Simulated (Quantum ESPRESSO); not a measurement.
## FeO (Wuestite): energy over the lowest, antiferro q=(0,1/2,1/2) +- against volume, fitted and tested on a withheld row

The database entry behind the starting cell differs from later determinations by our own check (inexact against later determinations), so it need not match the best structure at ambient conditions.

System: FeO (Wuestite), 1 Fe and 1 O in the cell, space group Fm-3m. From the study “FeO (Wuestite): magnetism against volume”.

Method: PBEsol with U = 4.5 eV on Fe d; plane waves with GBRV 1.5 PBEsol potentials (Quantum ESPRESSO 7.5). Settings shared by all rows: cutoff 544.23 eV, fermi-dirac occupations, smearing width 0.1 eV.

Computed values, one withheld:

```tsv
volume (factor)	energy over the lowest, antiferro q=(0,1/2,1/2) +- (meV an atom)
0.94	156.30
0.97	139.33
1	134.54
1.03	140.14
1.06	?
1.1	184.74
```

Fit the rows given and predict the energy over the lowest, antiferro q=(0,1/2,1/2) +- at volume = 1.06 factor.

**Law.** Energy against volume follows the Birch–Murnaghan form, which is a polynomial in the Eulerian strain: second order (which fixes B′ at 4), a parabola in t = (V/1.03)^(−2/3) − 1. In symbols, E = c0 + c1 t + c2 t², with energy over the lowest, antiferro q=(0,1/2,1/2) +- in meV an atom.

**Fit.** Least squares on 5 rows gives c0 = 139.991, c1 = -515.964 and c2 = 12318.

```tsv
volume (factor)	t	computed	fit	computed − fit
0.94	0.062852	156.30	156.223	0.077
0.97	0.040823	139.33	139.456	-0.126
1	0.019901	134.54	134.601	-0.061
1.03	0	140.14	139.991	0.149
1.1	-0.042887	184.74	184.776	-0.036
```

The slope vanishes at t = 0.02094, so the minimum lies at V = 1.03 × (1 + t)^(−3/2) = 0.9985. That is the minimum of this magnetic state alone.

**Prediction.** At volume = 1.06 factor, t = -0.018958, so the law predicts 154.200 meV an atom. The computed value is 154.46 meV an atom, 0.260 above the prediction. The row lies between fitted rows, so this is an interpolation. The miss is 2.6 times the rms residual of the fit, 0.099.

[Logs and program files are shortened in this print: banners, set-up blocks, solver, clock and traceback lines can be left out without a mark of their own.]

[Logs are printed without paths, hosts, clocks, repeated set-up lines and the standing remarks that a program may print on its own settings, such as how far it seeks lower states.]

[Hosts, paths, dates, database ids (printed as entryN), source tags and the programs' standing remarks are cut or masked in the printed files.]

[Where a cell is said to come from a database of computed structures, the database is the Materials Project.]
